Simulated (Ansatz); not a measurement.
**What BiPb3N (built on the sites of a database entry of Ca3SbN) distorts into**

Aim: this structure of BiPb3N (built on the sites of a database entry of Ca3SbN) is to be tested for unstable modes, and one is followed downhill.

Program: Ansatz 0.2.0. Level of theory: DFT PBE, scalar-relativistic, plane waves, norm-conserving pseudopotentials. Results are calculated unless marked as measured.

Report form: the programs' logs are mostly left out.

The structure was built from a prototype and need not be the compound's stable phase.

### Step 1. The structure

It takes space group Pm-3m (No. 221, cubic). The conventional cell has a = 5.991 Å, b = 5.991 Å, c = 5.991 Å, α = 90.00°, β = 90.00°, γ = 90.00°. Nearest to Pb lie 2 Bi at 3.00 Å. Nearest to Bi lie 6 Pb at 3.00 Å. Nearest to N lie 12 Pb at 4.24 Å. Farther neighbours and most contacts between anions are not listed.

Structure file:

```cif
data_structure
_symmetry_space_group_name_H-M 'Pm-3m'
_symmetry_Int_Tables_number 221
_cell_length_a 5.9906
_cell_length_b 5.9906
_cell_length_c 5.9906
_cell_angle_alpha 90.000
_cell_angle_beta 90.000
_cell_angle_gamma 90.000
_cell_volume 214.99
loop_
_atom_site_label
_atom_site_type_symbol
_atom_site_symmetry_multiplicity
_atom_site_Wyckoff_symbol
_atom_site_fract_x
_atom_site_fract_y
_atom_site_fract_z
_atom_site_occupancy
Pb1 Pb 3 c 0.00000 0.50000 0.50000 1
Bi1 Bi 1 b 0.50000 0.50000 0.50000 1
N1 N 1 a 0.00000 0.00000 0.00000 1
```

### Step 2. Zone-centre response

The cell comes from relaxations at this level that are not shown. The zone centre is the only wavevector solved here; it holds the modes that light can see, as far as symmetry allows. No field response is asked, since the mesh shows no gap.

File input.yaml:

```yaml
crystal:
  lattice:
    - [5.9906454035, 0.0, 0.0]
    - [0.0, 5.9906454035, 0.0]
    - [0.0, 0.0, 5.9906454035]
  atoms:
    - { symbol: Pb, position: [0.0, 0.5, 0.5] }
    - { symbol: Pb, position: [0.5, 0.0, 0.5] }
    - { symbol: Pb, position: [0.5, 0.5, 0.0] }
    - { symbol: Bi, position: [0.5, 0.5, 0.5] }
    - { symbol: "N", position: [0.0, 0.0, 0.0] }
kpoints:
  mp_grid: { grid: [6, 6, 6] }
hamiltonian:
  xc: pbe
  pseudopotentials: { kind: nc }
scf:
  occupations: { method: methfessel_paxton, width: 0.2 }
output:
  eigenvalues: true
phonons:
  method: dfpt
```

Launch:

```sh
$ ansatz run input.yaml --threads 8 --pin off --max-ram 14336MiB --backend cpu --events-out ev --progress --plain --runs-dir out
```

The job ended after 4.4 min (8 threads of Arm Neoverse V2, shared host; peak memory 8.7 GiB; 33 min of CPU time).

Numbers from this step:

```
volume per atom                                         : 43.00 Å³
gap on the k-mesh                                       : 0 eV
sum-rule residual before enforcement                    : 1.31e-4 eV/Å²
point group                                             : m-3m
highest optical mode at the zone centre (no LO-TO term) : 140.8 cm⁻¹
lowest optical zone-centre mode                         : -170 cm⁻¹
```

Patterns of degenerate modes are one choice out of their space. Modes at Γ, with each element's share of the kinetic energy (negative means imaginary):

| mode | frequency (cm⁻¹) | symmetry | Pb % | Bi % | N % |
| --- | --- | --- | --- | --- | --- |
| 1 | -170.0 | T1u | 6 | 0 | 94 |
| 2 | -170.0 | T1u | 6 | 0 | 94 |
| 3 | -170.0 | T1u | 6 | 0 | 94 |
| 4 | -47.4 | T2u | 100 | 0 | 0 |
| 5 | -47.4 | T2u | 100 | 0 | 0 |
| 6 | -47.4 | T2u | 100 | 0 | 0 |
| 7 | -44.9 | T1u | 65 | 30 | 5 |
| 8 | -44.9 | T1u | 65 | 30 | 5 |
| 9 | -44.9 | T1u | 65 | 30 | 5 |
| 10 | 0.0 | acoustic | 74 | 25 | 2 |
| 11 | 0.0 | acoustic | 74 | 25 | 2 |
| 12 | 0.0 | acoustic | 74 | 25 | 2 |
| 13 | 140.8 | T1u | 55 | 45 | 0 |
| 14 | 140.8 | T1u | 55 | 45 | 0 |
| 15 | 140.8 | T1u | 55 | 45 | 0 |

Displacements in mode 1 (-170.0 cm⁻¹), the largest set to 1:
```
Pb1  0.01  0.00  0.00
Pb2 -0.05  0.00  0.00
Pb3 -0.05  0.00  0.00
Bi4  0.01  0.00  0.00
N5   1.00  0.00  0.00
```

Displacements in mode 15 (140.8 cm⁻¹), the largest set to 1:
```
Pb1  0.00  0.01 -0.04
Pb2  0.00 -0.17 -0.04
Pb3  0.00  0.01  1.00
Bi4  0.00  0.15 -0.90
N5   0.00  0.01 -0.07
```

Before it was imposed, the acoustic sum rule was missed by 1.3e-4 eV/Å². Small misses are needed for a sound result but don't prove that mesh and cutoff are converged. The lowest optical mode is imaginary, 170.0i cm⁻¹, so the energy falls along it.

### Step 3. The mode frozen in, largest atomic shift 0 Å

The mode followed lies at Γ with frequency 170.0i cm⁻¹ and is 3-fold degenerate, the softest among the wavevectors solved. At small amplitude the distorted cell has space group no. 99 by a symmetry search on the positions. The undistorted cell that holds it gives the zero of energy on the same k mesh.

input.yaml: that of step 2 with these lines changed.

```diff
@@ -19,4 +19,4 @@
 output:
+  forces: true
+  stress: true
   eigenvalues: true
-phonons:
-  method: dfpt
```

Elapsed: 13 s, on 8 threads; peak memory 2.2 GiB; 98 s of CPU time.

This step gave:

```yaml
pressure: -7.21e-5 GPa
energy_from_the_undistorted_cell: 0 meV/atom
```

The run ends at a pressure of 0.00 GPa.

### Step 4. The mode frozen in, largest atomic shift 0.6 Å

The atoms are moved along the unstable eigenvector, the largest shift by 0.6 Å, with the cell fixed.

input.yaml, the sections that differ from step 3:

```yaml
crystal:
  lattice:
    - [5.9906454035, 0.0, 0.0]
    - [0.0, 5.9906454035, 0.0]
    - [0.0, 0.0, 5.9906454035]
  atoms:
    - { symbol: Pb, position: [0.0, 0.5046001765, 0.5] }
    - { symbol: Pb, position: [0.5, -0.0012136285, 0.5] }
    - { symbol: Pb, position: [0.5, 0.5046001765, 0.0] }
    - { symbol: Bi, position: [0.5, 0.4987943267, 0.5] }
    - { symbol: "N", position: [0.0, -0.1001561534, 0.0] }
# kpoints, hamiltonian, scf, output: as in step 3
```

It took 38 s on 8 threads; peak memory 2.3 GiB; 4.8 min of CPU time.

Numbers from this step:

| Item | Value |
| --- | --- |
| pressure | -0.05676 GPa |
| energy from the undistorted cell | -55.20 meV/atom |

The energy, extrapolated to zero smearing, is -55.20 meV/atom against the undistorted cell.

The run ends at a pressure of -0.06 GPa, with forces up to 0.83 eV/Å.

### Step 5. Energy along the mode, all amplitudes (two of the runs are shown above)

An imaginary frequency means negative curvature, so the energy should fall and then rise again as anharmonic terms take over.

Numbers from this step:

* depth at the lowest point sampled: 55.20 meV/atom
* largest atomic shift at that point: 0.6 Å

Energy from the parent against largest atomic shift:

| largest atomic shift (Å) | energy from the parent (meV/atom) |
| --- | --- |
| 0.000 | 0 |
| 0.040 | -0.254 |
| 0.080 | -1.01 |
| 0.140 | -3.10 |
| 0.220 | -7.64 |
| 0.320 | -16.1 |
| 0.450 | -31.5 |
| 0.600 | -55.2 |

Displacement at unit largest shift by atom:

| atom | x (Å) | y (Å) | z (Å) | size |
| --- | --- | --- | --- | --- |
| Pb1 | 0.00 | 0.05 | 0.00 | 0.05 |
| Pb2 | 0.00 | -0.01 | 0.00 | 0.01 |
| Pb3 | 0.00 | 0.05 | 0.00 | 0.05 |
| Bi4 | 0.00 | -0.01 | 0.00 | 0.01 |
| N5 | 0.00 | -1.00 | 0.00 | 1.00 |

The lowest of the steps tried is the last one, at 0.6 Å, 55.2 meV/atom below the parent; the bottom of the well need not coincide with a step.

### Step 6. Relaxation from the frozen mode

Starting from the lowest point found, all atoms and the cell are let go, so that strain and other modes of the same symmetry can join in.

input.yaml: that of step 4 with these lines changed.

```diff
@@ -22 +22,6 @@
   eigenvalues: true
+relax:
+  adjacent_minimum: "off"
+  f_tol: 0.002
+  max_steps: 120
+  cell: { stress_tol: 0.03 }
```

Wall time 11 min (8 threads); peak memory 2.4 GiB; 81 min of CPU time.

Step by step (22 of 23):

| step | energy less that of the first step (eV) | largest force component (eV/Å) | pressure (GPa) | volume (Å³) |
| --- | --- | --- | --- | --- |
| 1 | 0.0000 | 0.8312 | -0.06 | 214.99 |
| 2 | -0.3762 | 1.0884 | -0.20 | 215.32 |
| 3 | -0.8768 | 1.1206 | -0.44 | 215.28 |
| 4 | -1.5172 | 1.0593 | -0.79 | 213.72 |
| 5 | -2.2990 | 1.0683 | -1.38 | 210.95 |
| 6 | -3.1309 | 0.7502 | -1.83 | 205.76 |
| 7 | -3.9131 | 0.1183 | -1.42 | 193.06 |
| 8 | -4.3024 | 0.6319 | 0.41 | 179.22 |
| 9 | -4.5437 | 0.1617 | 0.89 | 174.96 |
| 10 | -4.6241 | 0.2174 | -0.06 | 178.98 |
| 11 | -4.6932 | 0.2195 | -0.32 | 180.17 |
| 13 | -4.7318 | 0.0101 | 0.02 | 176.89 |
| 14 | -4.7317 | 0.0259 | -0.29 | 178.24 |
| 15 | -4.7330 | 0.0063 | 0.02 | 176.72 |
| 16 | -4.7332 | 0.0020 | 0.00 | 176.69 |
| 17 | -4.7332 | 0.0002 | 0.00 | 176.69 |
| 18* | -4.7610 | 0.0019 | 0.18 | 176.69 |
| 19 | -4.7657 | 0.0163 | 0.04 | 177.09 |
| 20 | -4.7657 | 0.0209 | -0.01 | 177.50 |
| 21 | -4.7658 | 0.0029 | 0.00 | 177.33 |
| 22 | -4.7658 | 0.0014 | 0.00 | 177.31 |
| 23* | -4.7658 | 0.0014 | 0.00 | 177.31 |

Relaxation steps marked * repeat the geometry before them on a plane-wave basis chosen anew for their cell, so energy and pressure can jump there. Other such steps can lie between the rows shown. Relaxation steps 14, 20 were tried and not accepted.

Forces are held to the 8 operations that the run works with; a distortion that breaks them can't arise in this run.

| cell as run | before | after | change |
| --- | --- | --- | --- |
| a (Å) | 5.991 | 4.833 | -19.3 % |
| b (Å) | 5.991 | 7.589 | +26.7 % |
| c (Å) | 5.991 | 4.833 | -19.3 % |
| volume (Å³/atom) | 43.00 | 35.46 | -17.5 % |

The atoms that moved most (Å, as changes of fractional coordinates times the final cell):

| atom | dx | dy | dz | length |
| --- | --- | --- | --- | --- |
| Pb1 | 0.000 | 1.146 | 0.000 | 1.146 |
| Pb3 | 0.000 | 1.146 | 0.000 | 1.146 |
| N5 | 0.000 | -1.120 | 0.000 | 1.120 |
| Bi4 | 0.000 | -0.961 | 0.000 | 0.961 |
| Pb2 | 0.000 | -0.211 | 0.000 | 0.211 |

The relaxed structure:

```
Pb Bi N
1.0
     4.83349    0.00000    0.00000
     0.00000    7.58942    0.00000
     0.00000    0.00000    4.83349
Pb Bi N
3 1 1
Direct
  0.00000 0.65558 0.50000
  0.50000 0.97102 0.50000
  0.50000 0.65558 0.00000
  0.50000 0.37214 0.50000
  0.00000 0.75229 0.00000
```

Numbers from this step:

```yaml
pressure: 0.002670 GPa
volume_per_atom: 35.46 Å³
```

The distorted start has space group P4mm; the relaxation ends in P4mm.

### Step 7. The new phase in its own primitive cell

The relaxed structure is symmetrised, reduced to its primitive cell and relaxed tightly, as its phonons need.

input.yaml, the sections that differ from step 6:

```yaml
crystal:
  lattice:
    - [4.8334947259, 0.0, 0.0]
    - [0.0, 4.8334947259, 0.0]
    - [0.0, 0.0, 7.5894219398]
  atoms:
    - { symbol: Pb, position: [0.0, 0.5, 0.3444152938] }
    - { symbol: Pb, position: [0.5, 0.5, 0.0289817439] }
    - { symbol: Pb, position: [0.5, 0.0, 0.3444152938] }
    - { symbol: Bi, position: [0.5, 0.5, 0.6278560554] }
    - { symbol: "N", position: [0.0, 0.0, 0.2477067152] }
kpoints:
  mp_grid: { grid: [8, 8, 6] }
relax:
  adjacent_minimum: "off"
  f_tol: 0.001
  max_steps: 60
  cell: { stress_tol: 0.01 }
# hamiltonian, scf, output: as in step 6
```

The job ended after 4.2 min (8 threads; peak memory 2.4 GiB; 33 min of CPU time).

Step by step:

| step | energy less that of the first step (eV) | largest force component (eV/Å) | pressure (GPa) | volume (Å³) |
| --- | --- | --- | --- | --- |
| 1 | 0.0000 | 0.0337 | -0.02 | 177.31 |
| 2 | -0.0015 | 0.0043 | 0.03 | 176.66 |
| 3 | -0.0022 | 0.0116 | 0.00 | 176.52 |
| 4 | -0.0023 | 0.0082 | 0.01 | 176.56 |
| 5 | -0.0023 | 0.0014 | -0.01 | 176.66 |
| 6 | -0.0023 | 0.0004 | 0.00 | 176.59 |
| 7* | -0.0023 | 0.0004 | 0.00 | 176.59 |

Relaxation steps marked * repeat the geometry before them on a plane-wave basis chosen anew for their cell, so energy and pressure can jump there.

Forces are held to the 8 operations that the run works with; a distortion that breaks them can't arise in this run.

| conventional cell, symmetrised | before | after | change |
| --- | --- | --- | --- |
| a (Å) | 4.833 | 4.801 | -0.7 % |
| b (Å) | 4.833 | 4.801 | -0.7 % |
| c (Å) | 7.589 | 7.662 | +1.0 % |
| volume (Å³/atom) | 35.46 | 35.32 | -0.4 % |

The atoms that moved most (Å, as changes of fractional coordinates times the final cell):

| atom | dx | dy | dz | length |
| --- | --- | --- | --- | --- |
| N5 | 0.000 | 0.000 | -0.030 | 0.030 |
| Bi4 | 0.000 | 0.000 | 0.015 | 0.015 |
| Pb1 | 0.000 | 0.000 | 0.010 | 0.010 |
| Pb3 | 0.000 | 0.000 | 0.010 | 0.010 |

The relaxed structure:

```xyz
5
Lattice="4.8006 0.0000 0.0000 0.0000 4.8006 0.0000 0.0000 0.0000 7.6623" Properties=species:S:1:pos:R:3 pbc="T T T"
Pb    0.0000    2.4003    2.6491
Pb    2.4003    2.4003    0.2175
Pb    2.4003    0.0000    2.6491
Bi    2.4003    2.4003    4.8257
N     0.0000    0.0000    1.8676
```

Numbers from this step:

```yaml
pressure: 0.001577 GPa
volume_per_atom: 35.32 Å³
```

The largest force component left is 0.40 meV/Å and the pressure is 0.002 GPa, within the tolerances set. The cell now holds 35.32 Å³/atom.

### Step 8. Modes of the new phase, k-mesh 8×8×6

A relaxed structure may still be a saddle point, so its zone-centre modes are computed. No field response is asked, since the mesh shows no gap.

input.yaml, the sections that differ from step 7:

```yaml
crystal:
  lattice:
    - [4.8006432839, 0.0, 0.0]
    - [0.0, 4.8006432839, 0.0]
    - [0.0, 0.0, 7.6623009718]
  atoms:
    - { symbol: Pb, position: [0.0, 0.5, 0.3457312416] }
    - { symbol: Pb, position: [0.5, 0.5, 0.0283841182] }
    - { symbol: Pb, position: [0.5, 0.0, 0.3457312416] }
    - { symbol: Bi, position: [0.5, 0.5, 0.6297952587] }
    - { symbol: "N", position: [0.0, 0.0, 0.2437332418] }
output:
  eigenvalues: true
phonons:
  method: dfpt
# kpoints, hamiltonian, scf: as in step 7
# relax: removed
```

It took 13 min on 8 threads; peak memory 8.6 GiB.

This step gave:

- sum-rule residual before enforcement: 8.45e-5 eV/Å²
- point group: 4mm
- highest optical mode at the zone centre (no LO-TO term): 201.9 cm⁻¹
- lowest optical zone-centre mode: -42.97 cm⁻¹

Patterns of degenerate modes are one choice out of their space. The modes at Γ (shares of kinetic energy by element, %) (negative means imaginary):

| mode | frequency (cm⁻¹) | symmetry | Pb % | Bi % | N % |
| --- | --- | --- | --- | --- | --- |
| 1 | -43.0 | E | 52 | 3 | 45 |
| 2 | -43.0 | E | 52 | 3 | 45 |
| 3 | 0.0 | acoustic | 74 | 25 | 2 |
| 4 | 0.0 | acoustic | 74 | 25 | 2 |
| 5 | 0.0 | acoustic | 74 | 25 | 2 |
| 6 | 46.3 | B1 | 100 | 0 | 0 |
| 7 | 52.4 | E | 37 | 62 | 1 |
| 8 | 52.4 | E | 37 | 62 | 1 |
| 9 | 60.4 | E | 61 | 0 | 39 |
| 10 | 60.4 | E | 61 | 0 | 39 |
| 11 | 77.5 | A1 | 98 | 0 | 2 |
| 12 | 96.5 | A1 | 24 | 75 | 0 |
| 13 | 106.5 | E | 77 | 10 | 13 |
| 14 | 106.5 | E | 77 | 10 | 13 |
| 15 | 201.9 | A1 | 4 | 0 | 96 |

Displacements in mode 1 (-43.0 cm⁻¹), the largest set to 1:
```
Pb1 -0.01  0.01  0.00
Pb2 -0.25 -0.01  0.00
Pb3  0.13  0.00  0.00
Bi4  0.06  0.00  0.00
N5   1.00  0.04  0.00
```

Displacements in mode 15 (201.9 cm⁻¹), the largest set to 1:
```
Pb1  0.00  0.00 -0.04
Pb2  0.00  0.00  0.01
Pb3  0.00  0.00 -0.04
Bi4  0.00  0.00  0.00
N5   0.00  0.00  1.00
```

Before it was imposed, the acoustic sum rule was missed by 8.4e-5 eV/Å². Small misses are needed for a sound result but don't prove that mesh and cutoff are converged. The lowest optical mode is imaginary, 43.0i cm⁻¹, so the energy falls along it.

### Step 9. Outcome

- unstable mode of the parent: q = (0, 0, 0), 170i cm⁻¹
- depth at the lowest point sampled: 55.2 meV/atom
- largest atomic shift at that point: 0.6 Å
- space group reached (within 0.01 Å): P4mm
- energy gained over the parent (first relaxation, on the mesh of the frozen mode): 1008 meV/atom
- volume per atom, phase reached: 35.3 Å³
- lowest optical zone-centre mode, phase reached: -43.0 cm⁻¹
- highest optical mode at the zone centre (no LO-TO term), phase reached: 202 cm⁻¹

Along this mode the structure falls into P4mm, 1008 meV/atom below the parent. At the parent's cell the well is 55.20 meV/atom deep on the steps tried, with its lowest point at a shift of 0.6 Å. That is the last step tried, so the steps alone don't bracket the bottom of the well. Relaxing atoms and cell changes the gain by +952.31 meV/atom against the lowest step (energies at zero smearing). Most of the total comes from this relaxation. The new phase still has an imaginary mode at the zone centre of its cell, so it is a saddle point on the way to a lower structure. Each path keeps the symmetry of its pattern, so a lower phase may lie along a pattern not tried. With no gap, or one that is small against the smearing, the frequencies hang on the k mesh and the smearing, most of all near Kohn anomalies. Spin-orbit coupling is left out, which can matter for the heavy elements here. The starting cell was built on a prototype and not taken from a measurement, so the phase need not exist.

[Logs are printed without paths, hosts, clocks, repeated set-up lines and the standing remarks that a program may print on its own settings, such as how far it seeks lower states.]

[Hosts, paths, dates, database ids (printed as entryN), source tags and the programs' standing remarks are cut or masked in the printed files.]
